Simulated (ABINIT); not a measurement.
Entries from a set of simulations; values are calculated unless marked as measured.

```
Quasiparticle gap of MgO (Periclase) in ABINIT
1.0
     0.00000    2.10850    2.10850
     2.10850    0.00000    2.10850
     2.10850    2.10850    0.00000
Mg O
1 1
Direct
  0.00000 0.00000 0.00000
  0.50000 0.50000 0.50000
# method: RPA screening on PBE, plane waves, norm-conserving pseudopotentials (and 2 further levels or steps)
# program: ABINIT 10.8.3
# settings: cutoff 38 Ha, PseudoDojo scalar-relativistic 0.4.1 standard, norm-conserving, ngkpt (6, 6, 6), nband 146, ecuteps 9.6 Ha, inclvkb 2, shiftk (0, 0, 0), symchi 1, awtr 1, frequency ppm, 6×6×6 k-mesh
# cost: 5 runs, 61 s in all on 8 MPI ranks of Arm Neoverse V2, shared host
# notes: The database entry behind the starting cell differs from other determinations of this structure. The cell and positions come from the Crystallography Open Database and are kept as given unless a step says otherwise.
# PBE gap: 4.73 eV, direct
# G0W0 gap on the mesh: 7.05 eV
# GW settings: 6×6×6 mesh, 146 bands, screening to 261.2 eV, Godby-Needs plasmon pole
# known limits: short of the basis limit
```

[Long decimals in the printed logs are rounded to 6 places.]

[Logs are printed without paths, hosts, clocks, repeated set-up lines and the standing remarks that a program may print on its own settings, such as how far it seeks lower states.]

[Paths, hosts, dates, memory and timing lines, banners, echoed tables and standing remarks are left out of the program output; an Ansatz launch command may be rebuilt from the run's recorded settings. Measured values are a selection of at most five: reports struck by readers or far from the other reports are left out. None is set beside runs whose start may be inverted or whose files or cutoffs have a known fault.]

[Runs of the session that timed out or met a known fault of the program may be left out.]

[Hosts, paths, dates, database ids (printed as entryN), source tags and the programs' standing remarks are cut or masked in the printed files.]

[G0W0 gaps are taken among the corrected bands and points alone; a level outside them can change the order at an edge.]

[Where Ansatz stands beside ABINIT at settings called matched, ABINIT's density can come from a denser mesh and the files from another edition; pairs whose starting gaps differed by over 0.03 eV were left out, so agreement reads better than it is.]
